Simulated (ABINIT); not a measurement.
# LiH (Fm-3m): G0W0 in ABINIT against the k mesh, part 2 of 3

Aim: move the k mesh of a G0W0 run on LiH (Fm-3m) over a wide range.

ABINIT 10.8.3; PBE and many-body steps on it, plane waves. Known limits of the many-body steps: not at the basis limit.

So far. Step 6 (Empty states on the mesh, 12×12×12 mesh, 87 bands): On this mesh the gap is 3.022 eV. Step 7 (Screening, 4×4×4 mesh, 79 bands, screening to 261.2 eV): Local fields lower ε∞ by 9 %. On a Γ-centred mesh this coarse the value itself is usually too large, while a short band sum pulls it down.

The database entry behind the starting cell differs from later determinations by our own check (the deuteride, about 0.2 % short), so it need not match the best structure at ambient conditions.

### 8. 4×4×4

This step: G0W0 on PBE, plane waves, norm-conserving pseudopotentials.

Contents of run.abi:

```
acell 3*1.0 Angstrom
rprim 
  -0.000000000000 2.036750000000 2.036750000000
  2.036750000000 -0.000000000000 2.036750000000
  2.036750000000 2.036750000000 -0.000000000000
ntypat 2
znucl 3 1
natom 2
typat 1 2
xred 
  0.000000000000 0.000000000000 0.000000000000
  0.500000000000 0.500000000000 0.500000000000
pp_dirpath "pseudos"
pseudos "Li.upf, H.upf"
ecut 33
ngkpt 4 4 4
nshiftk 1
shiftk 0 0 0
kptopt 1
chksymbreak 0
istwfk *1
occopt 1
irdwfk 1
optdriver 4
nband 79
gwcalctyp 0
ecutsigx 33
symsigma 1
nkptgw 2
kptgw 
  0.5000000000 0.5000000000 0.0000000000
  0.0000000000 0.0000000000 0.0000000000
bdgw 
  1 5
  1 6
ecuteps 9.6
irdscr 1
ppmodel 1
indata_prefix "in"
outdata_prefix "out"
tmpdata_prefix "tmp"
```

Command:

```console
$ OMP_NUM_THREADS=1 mpirun -n 4 abinit run.abi > log
```

The log of the run:

```text
.Version 10.8.3 of ABINIT. v10.8.2 released Aug 2026.

 Symmetries : space group Fm -3 m (#225); Bravais cF (face-center cubic)
[... echo of the input left out ...]
== DATASET  1 ==================================================================
-   mpi_nproc: 4, omp_nthreads: 1 (-1 if OMP is not activated)

--- !DatasetInfo
iteration_state: {dtset: 1, }
dimensions: {natom: 2, nkpt: 8, mband: 79, nsppol: 1, nspinor: 1, nspden: 1, mpw: 1056, }
cutoff_energies: {ecut:  33.0, pawecutdg:  -1.0, }
electrons: {nelect:   4.00000000E+00, charge:   0.00000000E+00, occopt:   1.00000000E+00, tsmear:   1.00000000E-02, }

 SIGMA: Calculation of the GW corrections

 Based on a program developped by R.W. Godby, V. Olevano, G. Onida, and L. Reining.
 Incorporated in ABINIT by V. Olevano, G.-M. Rignanese, and M. Torrent.
.Using double precision arithmetic ; gwpc =  8

[... cell and pseudopotentials left out ...]
--------------------------------------------------------------------------------

 ==== K-mesh for the wavefunctions ====
 Number of points in the irreducible wedge :     8
[... list of points left out ...]
 Together with 48 symmetry operations and time-reversal symmetry
 yields    64 points in the full Brillouin Zone.

 ==== Q-mesh for screening function ====
 Number of points in the irreducible wedge :     8
[... list of points left out ...]
 Together with 48 symmetry operations and time-reversal symmetry
 yields    64 points in the full Brillouin Zone.

 vcoul_init : cutoff-mode = AUXILIARY_FUNCTION
 q-points for optical limit:   1
     1)      0.000010    0.000020    0.000030
 setmesh: FFT mesh size selected  =    30x   30x   30
          total number of points  =        27000

 Number of electrons calculated from density =    4.0000; Expected =    4.0000
 average of density, n =  0.035077
 r_s =    1.8951
 omega_plasma =   18.0662 [eV]

 === KS Band Gaps ===
  >>>> For spin  1
   Minimum direct gap =   3.0221 [eV], located at k-point      :   0.5000  0.5000  0.0000
   Fundamental gap    =   3.0221 [eV], Top of valence bands at :   0.5000  0.5000  0.0000
                                       Bottom of conduction at :   0.5000  0.5000  0.0000
 SIGMA fundamental parameters:
 PLASMON POLE MODEL  1
 number of plane-waves for SigmaX                 1037
 number of plane-waves for SigmaC and W            169
 number of plane-waves for wavefunctions          1037
 number of bands                                    79
 number of independent spin polarizations            1
 number of spinorial components                      1
 number of k-points in IBZ                           8
 number of q-points in IBZ                           8
 number of symmetry operations                      48
 number of k-points in BZ                           64
 number of q-points in BZ                           64
 number of frequencies for dSigma/dE                 9
 frequency step for dSigma/dE [eV]                0.25
 number of omega for Sigma on real axis              0
 max omega for Sigma on real axis  [eV]           0.00
 zcut for avoiding poles [eV]                     0.10

 EPSILON^-1 parameters (SCR file):
 dimension of the eps^-1 matrix on file            169
 dimension of the eps^-1 matrix used               169
 number of plane-waves for wavefunctions          1037
 number of bands                                    79
 number of q-points in IBZ                           8
 number of frequencies                               2
 number of real frequencies                          1
 number of imag frequencies                          1

 matrix elements of self-energy operator (all in [eV])

 Perturbative Calculation

--- !SelfEnergy_ee
iteration_state: {dtset: 1, }
kpoint     : [   0.500,    0.500,    0.000, ]
spin       : 1
KS_gap     :    3.022
QP_gap     :    4.815
Delta_QP_KS:    1.793
data: !SigmaeeData |
     Band     E0 <VxcDFT>   SigX SigC(E0)      Z dSigC/dE  Sig(E)    E-E0       E
        1 -44.599 -25.707 -39.651   5.594   0.754  -0.326 -32.005  -6.298 -50.897
        2  -0.348 -11.317 -14.730   1.713   0.764  -0.309 -12.616  -1.299  -1.647
        3   2.674  -7.637  -3.479  -3.541   0.802  -0.247  -7.143   0.494   3.168
        4  10.239  -8.228  -2.637  -4.594   0.775  -0.290  -7.455   0.773  11.013
        5  10.239  -8.228  -2.637  -4.594   0.775  -0.290  -7.455   0.773  11.013

--- !SelfEnergy_ee
iteration_state: {dtset: 1, }
kpoint     : [   0.000,    0.000,    0.000, ]
spin       : 1
KS_gap     :   20.729
QP_gap     :   22.796
Delta_QP_KS:    2.067
data: !SigmaeeData |
     Band     E0 <VxcDFT>   SigX SigC(E0)      Z dSigC/dE  Sig(E)    E-E0       E
        1 -44.649 -25.625 -39.589   5.572   0.777  -0.286 -32.149  -6.524 -51.173
        2  -5.602  -9.917 -15.500   3.430   0.711  -0.407 -11.447  -1.530  -7.132
        3  15.128 -11.724  -4.677  -6.236   0.662  -0.510 -11.187   0.536  15.664
        4  17.057  -8.959  -2.433  -5.374   0.728  -0.374  -8.120   0.839  17.896
        5  17.057  -8.959  -2.433  -5.374   0.728  -0.374  -8.120   0.839  17.896
        6  17.057  -8.959  -2.433  -5.374   0.728  -0.374  -8.120   0.839  17.896

== END DATASET(S) ==============================================================
================================================================================

 -outvars: echo values of variables after computation  --------
           etotal      0.0000000000E+00
            nband          79
             nkpt           8
          spgroup         225
 [... the other variables as echoed above ...]

 Calculation completed.
```

Run time: 5.1 s. Hardware: 4 MPI ranks of AMD EPYC 7R43, shared host; peak memory 0.47 GiB; 19 s of CPU time.

Numbers from this step:

| Item | Value |
| --- | --- |
| G0W0 gap on the points computed | 4.815 eV |
| starting gap on the mesh | 3.022 eV |
| k of the valence top | 0.5, 0.5, 0 |
| k of the conduction bottom | 0.5, 0.5, 0 |
| Z at the valence top | 0.764 |
| Z at the conduction bottom | 0.802 |
| least direct G0W0 gap on the computed points | 4.815 eV |

### 9. Screening, 6×6×6 mesh, 79 bands, screening to 261.2 eV

This step: RPA screening on PBE, plane waves, norm-conserving pseudopotentials.

run.abi: that of step 8 with these lines changed.

```diff
@@ -15,3 +15,3 @@
 ecut 33
-ngkpt 4 4 4
+ngkpt 6 6 6
 nshiftk 1
@@ -23,17 +23,8 @@
 irdwfk 1
-optdriver 4
+optdriver 3
 nband 79
-gwcalctyp 0
-ecutsigx 33
-symsigma 1
-nkptgw 2
-kptgw 
-  0.5000000000 0.5000000000 0.0000000000
-  0.0000000000 0.0000000000 0.0000000000
-bdgw 
-  1 5
-  1 6
 ecuteps 9.6
-irdscr 1
-ppmodel 1
+inclvkb 2
+awtr 1
+symchi 1
 indata_prefix "in"
```

The log of the run:

```text
.Version 10.8.3 of ABINIT. v10.8.2 released Aug 2026.

 Symmetries : space group Fm -3 m (#225); Bravais cF (face-center cubic)
[... echo of the input left out ...]
== DATASET  1 ==================================================================
-   mpi_nproc: 4, omp_nthreads: 1 (-1 if OMP is not activated)

--- !DatasetInfo
iteration_state: {dtset: 1, }
dimensions: {natom: 2, nkpt: 16, mband: 79, nsppol: 1, nspinor: 1, nspden: 1, mpw: 1056, }
cutoff_energies: {ecut:  33.0, pawecutdg:  -1.0, }
electrons: {nelect:   4.00000000E+00, charge:   0.00000000E+00, occopt:   1.00000000E+00, tsmear:   1.00000000E-02, }

 SCREENING: Calculation of the susceptibility and dielectric matrices

 Based on a program developped by R.W. Godby, V. Olevano, G. Onida, and L. Reining.
 Incorporated in ABINIT by V. Olevano, G.-M. Rignanese, and M. Torrent.
.Using double precision arithmetic ; gwpc =  8

[... cell and pseudopotentials left out ...]
--------------------------------------------------------------------------------

 ==== K-mesh for the wavefunctions ====
 Number of points in the irreducible wedge :    16
[... list of points left out ...]
 Together with 48 symmetry operations and time-reversal symmetry
 yields   216 points in the full Brillouin Zone.

 ==== Q-mesh for the screening function ====
 Number of points in the irreducible wedge :    16
[... list of points left out ...]
 Together with 48 symmetry operations and time-reversal symmetry
 yields   216 points in the full Brillouin Zone.

 setmesh: FFT mesh size selected  =    24x   24x   24
          total number of points  =        13824

 vcoul_init : cutoff-mode = AUXILIARY_FUNCTION
 q-points for optical limit:   1
     1)      0.000010    0.000020    0.000030

- screening: taking advantage of time-reversal symmetry
- Maximum band index for partially occupied states nbvw = 2
- Remaining bands to be divided among processors   nbcw = 77
- Number of bands treated by each node ~19

 Number of electrons calculated from density =    4.0000; Expected =    4.0000
 average of density, n =  0.035077
 r_s =    1.8951
 omega_plasma =   18.0662 [eV]

 calculating chi0 at frequencies [eV] :
  1    0.000000E+00    0.000000E+00
  2    0.000000E+00    1.806615E+01

--------------------------------------------------------------------------------
  q-point number  1        q = ( 0.000000, 0.000000, 0.000000) [r.l.u.]
--------------------------------------------------------------------------------
[... chi0 elements left out ...]
 For q-point:  0.000010 0.000020 0.000030
  dielectric constant =   4.1823
  dielectric constant without local fields =   4.5877

  Average fulfillment of the sum rule on Im[epsilon] for q-point    1 :     89.79  [%]
[... wings left out ...]
  q-point number  2        q = ( 0.166667, 0.000000, 0.000000) [r.l.u.]
--------------------------------------------------------------------------------
[... chi0 elements left out ...]
  Average fulfillment of the sum rule on Im[epsilon] for q-point    2 :     97.80  [%]

 [... 14 further q-points ...]
```

It took 14 s on 4 MPI ranks; peak memory 0.66 GiB.

This step gave:

```yaml
eps_infinity_with_local_fields_on_this_mesh_along_the_program_s_q_direction: 4.182
the_same_without_local_fields: 4.588
plasma_frequency: 18.07 eV
plane_waves_in_the_screening_matrix: 169
```

### 10. 6×6×6

The self-energy is evaluated for the states that the input lists, and the levels follow from it, in one-shot runs by the linearised quasiparticle equation.

This step: G0W0 on PBE, plane waves, norm-conserving pseudopotentials.

run.abi: that of step 9 with these lines changed.

```diff
@@ -23,8 +23,17 @@
 irdwfk 1
-optdriver 3
+optdriver 4
 nband 79
+gwcalctyp 0
+ecutsigx 33
+symsigma 1
+nkptgw 2
+kptgw 
+  0.5000000000 0.5000000000 0.0000000000
+  0.0000000000 0.0000000000 0.0000000000
+bdgw 
+  1 5
+  1 6
 ecuteps 9.6
-inclvkb 2
-awtr 1
-symchi 1
+irdscr 1
+ppmodel 1
 indata_prefix "in"
```

The log of the run:

```text
.Version 10.8.3 of ABINIT. v10.8.2 released Aug 2026.

 Symmetries : space group Fm -3 m (#225); Bravais cF (face-center cubic)
[... echo of the input left out ...]
== DATASET  1 ==================================================================
-   mpi_nproc: 4, omp_nthreads: 1 (-1 if OMP is not activated)

--- !DatasetInfo
iteration_state: {dtset: 1, }
dimensions: {natom: 2, nkpt: 16, mband: 79, nsppol: 1, nspinor: 1, nspden: 1, mpw: 1056, }
cutoff_energies: {ecut:  33.0, pawecutdg:  -1.0, }
electrons: {nelect:   4.00000000E+00, charge:   0.00000000E+00, occopt:   1.00000000E+00, tsmear:   1.00000000E-02, }

 SIGMA: Calculation of the GW corrections

 Based on a program developped by R.W. Godby, V. Olevano, G. Onida, and L. Reining.
 Incorporated in ABINIT by V. Olevano, G.-M. Rignanese, and M. Torrent.
.Using double precision arithmetic ; gwpc =  8

[... cell and pseudopotentials left out ...]
--------------------------------------------------------------------------------

 ==== K-mesh for the wavefunctions ====
 Number of points in the irreducible wedge :    16
[... list of points left out ...]
 Together with 48 symmetry operations and time-reversal symmetry
 yields   216 points in the full Brillouin Zone.

 ==== Q-mesh for screening function ====
 Number of points in the irreducible wedge :    16
[... list of points left out ...]
 Together with 48 symmetry operations and time-reversal symmetry
 yields   216 points in the full Brillouin Zone.

 vcoul_init : cutoff-mode = AUXILIARY_FUNCTION
 q-points for optical limit:   1
     1)      0.000010    0.000020    0.000030
 setmesh: FFT mesh size selected  =    30x   30x   30
          total number of points  =        27000

 Number of electrons calculated from density =    4.0000; Expected =    4.0000
[...]
number of omega for Sigma on real axis              0
 max omega for Sigma on real axis  [eV]           0.00
 zcut for avoiding poles [eV]                     0.10

 EPSILON^-1 parameters (SCR file):
 dimension of the eps^-1 matrix on file            169
 dimension of the eps^-1 matrix used               169
 number of plane-waves for wavefunctions          1037
 number of bands                                    79
 number of q-points in IBZ                          16
 number of frequencies                               2
 number of real frequencies                          1
 number of imag frequencies                          1

 matrix elements of self-energy operator (all in [eV])

 Perturbative Calculation

--- !SelfEnergy_ee
iteration_state: {dtset: 1, }
kpoint     : [   0.500,    0.500,    0.000, ]
spin       : 1
KS_gap     :    3.022
QP_gap     :    4.941
Delta_QP_KS:    1.919
data: !SigmaeeData |
     Band     E0 <VxcDFT>   SigX SigC(E0)      Z dSigC/dE  Sig(E)    E-E0       E
        1 -44.599 -25.708 -39.768   5.526   0.763  -0.311 -32.215  -6.507 -51.106
        2  -0.348 -11.307 -14.604   1.488   0.770  -0.298 -12.701  -1.393  -1.741
        3   2.674  -7.646  -3.654  -3.344   0.810  -0.235  -7.121   0.526   3.200
[...]
--- !SelfEnergy_ee
iteration_state: {dtset: 1, }
kpoint     : [   0.000,    0.000,    0.000, ]
spin       : 1
KS_gap     :   20.729
QP_gap     :   22.843
Delta_QP_KS:    2.114
data: !SigmaeeData |
     Band     E0 <VxcDFT>   SigX SigC(E0)      Z dSigC/dE  Sig(E)    E-E0       E
[...]
5  17.057  -8.963  -2.437  -5.450   0.697  -0.434  -8.213   0.750  17.807
        6  17.057  -8.963  -2.437  -5.450   0.697  -0.434  -8.213   0.750  17.807

== END DATASET(S) ==============================================================
================================================================================

 -outvars: echo values of variables after computation  --------
           etotal      0.0000000000E+00
            nband          79
             nkpt          16
          spgroup         225
 [... the other variables as echoed above ...]

 Calculation completed.
```

Run time: 9.1 s. Hardware: 4 MPI ranks; peak memory 0.73 GiB.

This step gave:

* G0W0 gap on the points computed: 4.941 eV
* starting gap on the mesh: 3.022 eV
* k of the valence top: 0.5, 0.5, 0
* k of the conduction bottom: 0.5, 0.5, 0
* Z at the valence top: 0.77
* Z at the conduction bottom: 0.81
* least direct G0W0 gap on the computed points: 4.941 eV

The gap on the mesh goes from 3.02 eV to 4.94 eV, a correction of +1.92 eV.

### 11. Screening, 8×8×8 mesh, 79 bands, screening to 261.2 eV

This step: RPA screening on PBE, plane waves, norm-conserving pseudopotentials.

run.abi: that of step 10 with these lines changed.

```diff
@@ -15,3 +15,3 @@
 ecut 33
-ngkpt 6 6 6
+ngkpt 8 8 8
 nshiftk 1
@@ -23,17 +23,8 @@
 irdwfk 1
-optdriver 4
+optdriver 3
 nband 79
-gwcalctyp 0
-ecutsigx 33
-symsigma 1
-nkptgw 2
-kptgw 
-  0.5000000000 0.5000000000 0.0000000000
-  0.0000000000 0.0000000000 0.0000000000
-bdgw 
-  1 5
-  1 6
 ecuteps 9.6
-irdscr 1
-ppmodel 1
+inclvkb 2
+awtr 1
+symchi 1
 indata_prefix "in"
```

The log of the run:

```text
.Version 10.8.3 of ABINIT. v10.8.2 released Aug 2026.

 Symmetries : space group Fm -3 m (#225); Bravais cF (face-center cubic)
[... echo of the input left out ...]
== DATASET  1 ==================================================================
-   mpi_nproc: 4, omp_nthreads: 1 (-1 if OMP is not activated)

--- !DatasetInfo
iteration_state: {dtset: 1, }
dimensions: {natom: 2, nkpt: 29, mband: 79, nsppol: 1, nspinor: 1, nspden: 1, mpw: 1056, }
cutoff_energies: {ecut:  33.0, pawecutdg:  -1.0, }
[...]
--------------------------------------------------------------------------------
[... chi0 elements left out ...]
 For q-point:  0.000010 0.000020 0.000030
  dielectric constant =   4.0090
  dielectric constant without local fields =   4.4044

  Average fulfillment of the sum rule on Im[epsilon] for q-point    1 :     89.78  [%]
[... wings left out ...]
  q-point number  2        q = ( 0.125000, 0.000000, 0.000000) [r.l.u.]
--------------------------------------------------------------------------------
[... chi0 elements left out ...]
  Average fulfillment of the sum rule on Im[epsilon] for q-point    2 :     98.19  [%]

 [... 27 further q-points ...]
```

It took 60 s on 4 MPI ranks; peak memory 1 GiB.

Numbers from this step:

| Property | Result |
| --- | --- |
| ε∞ with local fields, on this mesh, along the program's q direction | 4.009 |
| the same without local fields | 4.404 |
| plasma frequency | 18.07 eV |
| plane waves in the screening matrix | 169 |

### 12. 8×8×8

This step: G0W0 on PBE, plane waves, norm-conserving pseudopotentials.

run.abi: that of step 11 with these lines changed.

```diff
@@ -23,8 +23,17 @@
 irdwfk 1
-optdriver 3
+optdriver 4
 nband 79
+gwcalctyp 0
+ecutsigx 33
+symsigma 1
+nkptgw 2
+kptgw 
+  0.5000000000 0.5000000000 0.0000000000
+  0.0000000000 0.0000000000 0.0000000000
+bdgw 
+  1 5
+  1 6
 ecuteps 9.6
-inclvkb 2
-awtr 1
-symchi 1
+irdscr 1
+ppmodel 1
 indata_prefix "in"
```

The log of the run:

```text
.Version 10.8.3 of ABINIT. v10.8.2 released Aug 2026.

 Symmetries : space group Fm -3 m (#225); Bravais cF (face-center cubic)
[... echo of the input left out ...]
== DATASET  1 ==================================================================
-   mpi_nproc: 4, omp_nthreads: 1 (-1 if OMP is not activated)

--- !DatasetInfo
iteration_state: {dtset: 1, }
dimensions: {natom: 2, nkpt: 29, mband: 79, nsppol: 1, nspinor: 1, nspden: 1, mpw: 1056, }
cutoff_energies: {ecut:  33.0, pawecutdg:  -1.0, }
[...]
Band     E0 <VxcDFT>   SigX SigC(E0)      Z dSigC/dE  Sig(E)    E-E0       E
[...]
5  17.057  -8.964  -2.438  -5.393   0.720  -0.389  -8.148   0.816  17.872
        6  17.057  -8.964  -2.438  -5.393   0.720  -0.389  -8.148   0.816  17.872

== END DATASET(S) ==============================================================
================================================================================

 -outvars: echo values of variables after computation  --------
           etotal      0.0000000000E+00
            nband          79
             nkpt          29
          spgroup         225
 [... the other variables as echoed above ...]

 Calculation completed.
```

Wall time 16 s (4 MPI ranks); peak memory 1.1 GiB.

This step gave:

```yaml
g0w0_gap_on_the_points_computed: 4.955 eV
starting_gap_on_the_mesh: 3.022 eV
k_of_the_valence_top: 0.5, 0.5, 0
k_of_the_conduction_bottom: 0.5, 0.5, 0
least_direct_g0w0_gap_on_the_computed_points: 4.955 eV
```

Against the run before, the gap moves by +0.014 eV.

[end of part 2 of 3]

[Paths, hosts, dates, memory and timing lines, banners, echoed tables and standing remarks are left out of the program output.]

[Logs are printed without paths, hosts, clocks, repeated set-up lines and the standing remarks that a program may print on its own settings, such as how far it seeks lower states.]

[Runs of the session that timed out or met a known fault of the program may be left out.]

[No measured gap is set beside runs whose start may be inverted or whose files or cutoffs have a known fault.]

[Hosts, paths, dates, database ids (printed as entryN), source tags and the programs' standing remarks are cut or masked in the printed files.]

[G0W0 gaps are taken among the corrected bands and points alone; a level outside them can change the order at an edge.]

[Where Ansatz stands beside ABINIT at settings called matched, ABINIT's density can come from a denser mesh and the files from another edition; pairs whose starting gaps differed by over 0.03 eV were left out, so agreement reads better than it is.]
